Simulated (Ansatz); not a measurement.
# Mg4Mn2SiHg, from a guessed structure to a relaxed one, part 2 of 2

This structure for Mg4Mn2SiHg is made up. Its elements were placed in a known structure type with a cell scaled to their sizes. What cell does the guess relax to, and how far off was it?

Ansatz 0.2.0; DFT, PBEsol, plane-wave PAW, files of the set soft_1, scalar-relativistic, ferromagnetic start, cell and ions relaxed at zero pressure; PAW set soft_1 (the session's first sound run).

So far: The structure; Relaxing cell and atoms. The relaxed cell has a, b, c = 4.785, 5.844, 10.103 Å (conventional setting).

### Step 3. Electronic structure of the relaxed cell

A second self-consistent run takes a narrower smearing and the mesh shown in its input; the bands follow along the standard path of the relaxed lattice.

This step: DFT, PBEsol, plane-wave PAW, files of the set soft_1, scalar-relativistic, ferromagnetic start, bands and density of states at the relaxed cell; PAW set soft_1 (Ansatz 0.2.0).

The input, input.yaml:

```yaml
crystal:
  lattice:
    - [4.7848624216, 0.0, 0.0]
    - [0.0, 2.9219588957, 5.0513335702]
    - [0.0, -2.9219588957, 5.0513335702]
  atoms:
    - { symbol: Hg, position: [0.5, 0.6449721807, 0.6449721807] }
    - { symbol: Mn, position: [0.5, 0.1632961674, 0.1632961674], spin: 3.5 }
    - { symbol: Mn, position: [0.0, 0.3385252303, 0.3385252303], spin: 3.5 }
    - { symbol: Si, position: [0.0, 0.8567206933, 0.8567206933] }
    - { symbol: Mg, position: [0.5, 0.1494410613, 0.6472367744] }
    - { symbol: Mg, position: [0.5, 0.6472367744, 0.1494410613] }
    - { symbol: Mg, position: [0.0, 0.3461208766, 0.856287016] }
    - { symbol: Mg, position: [0.0, 0.856287016, 0.3461208766] }
magnetization:
  spin_polarized: true
kpoints:
  mp_grid: { grid: [6, 6, 6] }
  band_path:
    path:
      - [[0.0, 0.0, 0.0], [0.0, 0.33365196, -0.33365196], [0.0, 0.0, -0.5], [-0.5, 0.0, -0.5], [-0.5, 0.33365196, -0.33365196], [-0.5, 0.0, 0.0], [0.0, 0.0, 0.0], [0.0, -0.5, -0.5], [0.0, -0.33365196, -0.66634804], [-0.5, -0.33365196, -0.66634804], [-0.5, -0.5, -0.5], [0.0, -0.5, -0.5]]
      - [[-0.5, 0.0, 0.0], [-0.5, -0.5, -0.5]]
    npoints: 6
scf:
  occupations: { method: fermi_dirac, width: 0.03 }
  n_extra_bands: 16
hamiltonian:
  xc: pbesol
  pseudopotentials: { kind: paw, azcp: { folder: soft_1 }, xc_functional: pbe }
output:
  forces: true
  stress: true
  write_bands: true
  dos: { projected: true }
  write_density: true
  write_potential: true
  elf: true
  volumetric_format: npy
```

On the command line:

```sh
ansatz run input.yaml --threads 4 --pin off --max-ram 10240MiB --backend cpu --events-out ev --progress --plain --runs-dir out
```

Numbers of over 12 decimals in the logs are rounded to 6 here.

Log:

```text
[...]
Crystal: 8 atoms, lattice volume = 141.247 Å³
Basis set: ecut = 420 eV, 2783 PW (Γ), exchange–correlation on 64×80×80 points (8 copies of the dense FFT grid, shifted against one another)
Bands: 63, of which v1, the nominal top of the filled ones, is band 47 counted from 1 (46 counted from 0)
Symmetry: 4 space group operations
[...]
k-points: 52 of 216 (time reversal used)
[...]
Starting moments: Σ|m| = 7 μB on 2 of 8 sites
[...]
SCF iter   1: F=—  HF=-29679.959262 eV  |F-HF|=—  |Δ(HF+E_count)|=         —  Δρ=5.48e-2 (↑5.48e-2 ↓5.42e-2)  dr2=3.78e1  dr2_m=6.60e-2  M=6.588 μB ∫|m|=7.166 μB  β_m=0.30  ethr=3.10e-3  ⟨swp⟩=6.4  Hψ=24749  notcnv=0  defer=90
[...]
SCF iter  23: F=-29675.802641 eV  HF=-29675.802641 eV  |F-HF|=1.25e-8  |Δ(HF+E_count)|=   2.07e-9  Δρ=2.22e-6 (↑1.12e-6 ↓2.22e-6)  dr2=1.42e-8  dr2_m=9.88e-10  M=6.793 μB ∫|m|=7.733 μB  ethr=9.36e-11  ⟨swp⟩=12.2  Hψ=42131  notcnv=0
SCF 1 converged in 23 iterations: F = -29675.802641 eV  dr2 = 1.42e-8
[...]
NSCF: frozen V_eff on 74 k-points
SCF converged after 23 iterations
Magnetization: 6.7928 μB (50.3964 up, 43.6036 down)
Absolute magnetization: 7.7370 μB (∫|ρ↑−ρ↓|, with the PAW one-centre terms)
[...]
Per-site moments (μB) at R_I (Å): [(-0.020163, 1.176991), (3.430836, 1.148663), (3.425437, 1.151823), (-0.022237, 1.170645), (-0.041276, 1.148663), (-0.041276, 1.148663), (-0.040727, 1.151823), (-0.040727, 1.151823)]
Free energy (F): -29675.802641 eV
[...]
Internal energy: -29675.785233 eV  (E = F + TS)
E sigma→0 (E₀):  -29675.793937 eV
Entropy (-TS):   -0.017408 eV (-2.176 meV/atom)
Fermi energy:    10.416785 eV
[...]
--- Forces (eV/Å), atoms counted from 1 ---
  atom   1  Hg     0.00000000     0.00000000     0.00747268
  atom   2  Mn     0.00000000     0.00000000     0.00386447
  atom   3  Mn     0.00000000     0.00000000    -0.01316145
  atom   4  Si     0.00000000     0.00000000     0.00624492
  atom   5  Mg    -0.00000000     0.00469343    -0.01079784
  atom   6  Mg    -0.00000000    -0.00469343    -0.01079784
  atom   7  Mg     0.00000000    -0.00694472     0.00859408
  atom   8  Mg     0.00000000     0.00694472     0.00859408
  max |Σ_I F_I| component: 1.31e-5 eV/Å
--- Stress (GPa, compression-positive) ---
       -0.025507       0.000000       0.000000
        0.000000      -0.472053       0.000000
        0.000000       0.000000      -0.026397
  P = ⅓ Tr σ = -0.1747 GPa (-1.747 kbar)
--- Band table (eV; the first three rows and the last of 104) ---
  k-point 0 ↑: bands = [... 43 lower, 8.3252, 8.4169, 8.5597, 8.6337, 8.8250, 8.9504, 9.5322, 9.5559, ... 12 higher]
  k-point 1 ↑: bands = [... 43 lower, 8.2240, 8.3913, 8.5546, 8.6807, 8.8230, 9.1938, 9.6359, 10.5422, ... 12 higher]
  k-point 2 ↑: bands = [... 43 lower, 8.3207, 8.4019, 8.4545, 8.6220, 9.0623, 9.6738, 10.5797, 11.0126, ... 12 higher]
  k-point 51 ↓: bands = [... 43 lower, 10.5186, 10.7219, 11.2567, 11.5590, 11.5995, 11.7937, 11.9376, 11.9682, ... 12 higher]
```

Elapsed: 86 s, on 4 threads of Arm Neoverse V2, shared host; peak memory 1.2 GiB.

This step gave:

```
free energy             : -29675.8026 eV
energy at zero smearing : -29675.7939 eV
smearing term TS        : 0.01741 eV
Fermi energy            : 10.42 eV
magnetization           : 6.793 μB
absolute magnetization  : 7.737 μB
site moments            : -0.02016, 3.431, 3.425, -0.02224, -0.04128, -0.04128, -0.04073, -0.04073 μB
pressure                : -0.1747 GPa
```

bands.tsv at the labelled points (eV, zero at the Fermi level; the bands that come nearest the Fermi level along the path):

```
point  band_49_up  band_51_up  band_52_up  band_42_dn  band_43_dn  band_44_dn  band_45_dn  band_46_dn
    Γ       -0.88        0.61        1.60       -0.04        0.03        0.60        0.91        0.92
    X       -0.01        0.70        0.90       -0.50       -0.07        0.47        0.78        0.90
    S        0.06        1.68        2.00       -0.37       -0.07        0.53        0.55        0.72
    R       -1.11        2.22        3.07       -0.08        0.09        0.17        0.54        0.80
    A        0.31        0.87        1.90       -0.21       -0.11       -0.02        0.54        0.89
    Z       -0.87       -0.50       -0.16       -0.90       -0.83       -0.75       -0.28       -0.22
    Γ       -0.88        0.61        1.60       -0.04        0.03        0.60        0.91        0.92
    Y       -0.21        0.49        1.49       -0.19       -0.17        0.16        0.42        0.44
   X1       -0.01        0.70        0.90       -0.50       -0.07        0.47        0.78        0.90
   A1        0.31        0.87        1.90       -0.21       -0.11       -0.02        0.54        0.89
    T       -0.94        1.44        2.56       -0.02        0.10        0.31        0.84        1.14
    Y       -0.21        0.49        1.49       -0.19       -0.17        0.16        0.42        0.44
    Z       -0.87       -0.50       -0.16       -0.90       -0.83       -0.75       -0.28       -0.22
    T       -0.94        1.44        2.56       -0.02        0.10        0.31        0.84        1.14
```

Site moment by atom:

```tsv
atom	site moment (μB)
Hg1	-0.02
Mn2	3.43
Mn3	3.43
Si4	-0.02
Mg5	-0.04
Mg6	-0.04
Mg7	-0.04
Mg8	-0.04
```

Spin density in the bc plane of the conventional cell at fractional x = 0.000, with atoms of Mn and Si and Mg within 0.2 Å of it.

Ten even steps from '_' (0.0 e/Å³) to '@' (5.6 e/Å³), each cell a mean:
```
________________________________
________________________________
______________::--..____________
____________..##@@--____________
____________..==++::____________
________________________________
________________________________
________________________________
________________________________
________________________________
________________________________
________________________________
________________________________
________________________________
--..__________________________::
@@--________________________..##
++::________________________..==
________________________________
________________________________
________________________________
________________________________
________________________________
________________________________
________________________________
```
Columns run along b (5.8 Å), rows up along c (10.1 Å), edges of the conventional cell, whose origin can differ from the input's. Atoms in or near the plane, at fractional coordinates: Mn at (0.00, 0.34), Mn at (0.50, 0.84), Si at (0.50, 0.36), Si at (0.00, 0.86), Mg at (0.24, 0.10), Mg at (0.74, 0.60), Mg at (0.76, 0.10), Mg at (0.26, 0.60).

ELF in the bc plane of the conventional cell at fractional x = 0.000, with atoms of Mn and Si and Mg within 0.2 Å of it. It is the smooth field of the valence electrons, not physical close to the nuclei.

Values, 24 rows by 16 columns, each cell a mean:
```
0.67 0.65 0.58 0.44 0.35 0.34 0.34 0.31 0.30 0.33 0.35 0.34 0.39 0.52 0.63 0.66
0.64 0.71 0.74 0.64 0.45 0.28 0.20 0.22 0.24 0.20 0.23 0.37 0.56 0.71 0.74 0.66
0.51 0.59 0.77 0.70 0.41 0.19 0.29 0.49 0.54 0.39 0.19 0.28 0.60 0.77 0.68 0.52
0.58 0.56 0.75 0.70 0.37 0.18 0.41 0.68 0.75 0.55 0.25 0.23 0.58 0.77 0.65 0.54
0.60 0.68 0.76 0.63 0.34 0.18 0.34 0.57 0.63 0.46 0.22 0.23 0.51 0.73 0.73 0.62
0.75 0.75 0.67 0.50 0.34 0.22 0.21 0.29 0.32 0.24 0.20 0.28 0.43 0.60 0.72 0.75
0.60 0.55 0.41 0.26 0.21 0.27 0.33 0.32 0.31 0.33 0.30 0.23 0.22 0.33 0.49 0.59
0.40 0.29 0.12 0.11 0.13 0.13 0.30 0.56 0.60 0.44 0.17 0.13 0.13 0.10 0.20 0.37
0.32 0.13 0.15 0.29 0.27 0.26 0.13 0.46 0.60 0.23 0.19 0.28 0.28 0.24 0.08 0.25
0.35 0.11 0.22 0.26 0.15 0.30 0.13 0.31 0.45 0.13 0.25 0.23 0.17 0.30 0.10 0.25
0.46 0.21 0.12 0.26 0.29 0.22 0.10 0.30 0.38 0.16 0.14 0.27 0.29 0.19 0.11 0.37
0.49 0.38 0.18 0.11 0.12 0.14 0.29 0.44 0.47 0.37 0.19 0.12 0.11 0.13 0.29 0.46
0.30 0.33 0.35 0.34 0.39 0.52 0.63 0.66 0.67 0.65 0.58 0.44 0.35 0.34 0.34 0.31
0.24 0.20 0.23 0.37 0.56 0.71 0.74 0.66 0.64 0.71 0.74 0.64 0.45 0.28 0.20 0.22
0.54 0.39 0.19 0.28 0.60 0.77 0.68 0.52 0.51 0.59 0.77 0.70 0.41 0.19 0.29 0.49
0.75 0.55 0.25 0.23 0.58 0.77 0.65 0.54 0.58 0.56 0.75 0.70 0.37 0.18 0.41 0.68
0.63 0.46 0.22 0.23 0.51 0.73 0.73 0.62 0.60 0.68 0.76 0.63 0.34 0.18 0.34 0.57
0.32 0.24 0.20 0.28 0.43 0.60 0.72 0.75 0.75 0.75 0.67 0.50 0.34 0.22 0.21 0.29
0.31 0.33 0.30 0.23 0.22 0.33 0.49 0.59 0.60 0.55 0.41 0.26 0.21 0.27 0.33 0.32
0.60 0.44 0.17 0.13 0.13 0.10 0.20 0.37 0.40 0.29 0.12 0.11 0.13 0.13 0.30 0.56
0.60 0.23 0.19 0.28 0.28 0.24 0.08 0.25 0.32 0.13 0.15 0.29 0.27 0.26 0.13 0.46
0.45 0.13 0.25 0.23 0.17 0.30 0.10 0.25 0.35 0.11 0.22 0.26 0.15 0.30 0.13 0.31
0.38 0.16 0.14 0.27 0.29 0.19 0.11 0.37 0.46 0.21 0.12 0.26 0.29 0.22 0.10 0.30
0.47 0.37 0.19 0.12 0.11 0.13 0.29 0.46 0.49 0.38 0.18 0.11 0.12 0.14 0.29 0.44
```
Columns run along b (5.8 Å), rows up along c (10.1 Å), edges of the conventional cell, whose origin can differ from the input's. Atoms in or near the plane, at fractional coordinates: Mn at (0.00, 0.34), Mn at (0.50, 0.84), Si at (0.50, 0.36), Si at (0.00, 0.86), Mg at (0.24, 0.10), Mg at (0.74, 0.60), Mg at (0.76, 0.10), Mg at (0.26, 0.60).

Electrostatic potential energy in the bc plane of the conventional cell at fractional x = 0.000, with atoms of Mn and Si and Mg within 0.2 Å of it. With pseudopotentials it is smooth inside the atoms' cores, unlike the true potential.

Ten even steps from '_' (-73 eV) to '@' (11 eV), each cell a mean:
```
@@@@@@@@@@@@@@@@@@@@@@@@@@@@@@@@
**##@@@@@@@@@@%%%%%%@@@@@@@@%%##
**++%%@@@@@@**--::++%%@@@@@@****
%%++##@@@@%%==____::##@@@@%%**##
++**%%@@@@@@++::..--##@@@@@@##++
%%@@@@@@@@@@%%****##@@@@@@@@@@%%
@@@@@@@@@@@@@@@@@@@@@@@@@@@@@@@@
@@@@@@%%##%%@@@@@@@@@@%%##%%@@@@
@@@@##::..==%%@@@@@@**::..++%%@@
@@@@**____::##@@@@@@++____--%%@@
@@@@##==::++%%@@@@@@##----**@@@@
@@@@@@%%%%@@@@@@@@@@@@%%%%@@@@@@
@@@@@@@@@@@@@@@@@@@@@@@@@@@@@@@@
%%%%@@@@@@@@%%##**##@@@@@@@@@@%%
::++%%@@@@@@******++%%@@@@@@**--
__::##@@@@%%**##%%++##@@@@%%==__
..--##@@@@@@##++++**%%@@@@@@++::
**##@@@@@@@@@@%%%%@@@@@@@@@@%%**
@@@@@@@@@@@@@@@@@@@@@@@@@@@@@@@@
@@@@@@%%##%%@@@@@@@@@@%%##%%@@@@
@@@@**::..++%%@@@@@@##::..==%%@@
@@@@++____--%%@@@@@@**____::##@@
@@@@##----**@@@@@@@@##==::++%%@@
@@@@@@%%%%@@@@@@@@@@@@%%%%@@@@@@
```
Columns run along b (5.8 Å; values clipped at the 3rd and 97th percentile), rows up along c (10.1 Å), edges of the conventional cell, whose origin can differ from the input's. Atoms in or near the plane, at fractional coordinates: Mn at (0.00, 0.34), Mn at (0.50, 0.84), Si at (0.50, 0.36), Si at (0.00, 0.86), Mg at (0.24, 0.10), Mg at (0.74, 0.60), Mg at (0.76, 0.10), Mg at (0.26, 0.60).

### Step 4. Summary of results

```
space group, relaxed : Amm2
conventional cell    : a = 4.785, b = 5.844, c = 10.103 Å; α = 90.0°, β = 90.0°, γ = 90.0°
volume per atom      : 17.66 Å³ (guess 19.40)
total moment         : 6.91 μB in the cell of 8 atoms
```

In words: Mg4Mn2SiHg relaxes to Amm2 with a = 4.785, b = 5.844 and c = 10.103 Å. The guessed volume was 10 % too large. The space group Amm2 was held in the relaxation, so the end point is a stationary structure within it and may be a saddle against distortions or other arrangements. The input starts from parallel moments, and no other start was typed. Bands cross the Fermi level, so it is a metal or semimetal at this level. On the 6×6×6 mesh with the narrower smearing (relaxed on 6×5×5) the largest force component is 0.013 eV/Å and the largest stress component is 0.472 GPa, against the relaxation's thresholds of 0.015 eV/Å and 0.05 GPa. The cutoff wasn't tested. Spin-orbit coupling is left out, which can matter for elements this heavy. No dispersion term is used, so weakly bound directions may come out too long. Nothing here tests whether the compound is stable against decomposition.

[Logs are printed without paths, hosts, clocks, repeated set-up lines and the standing remarks that a program may print on its own settings, such as how far it seeks lower states.]

[Hosts, paths, dates, database ids (printed as entryN), source tags and the programs' standing remarks are cut or masked in the printed files.]
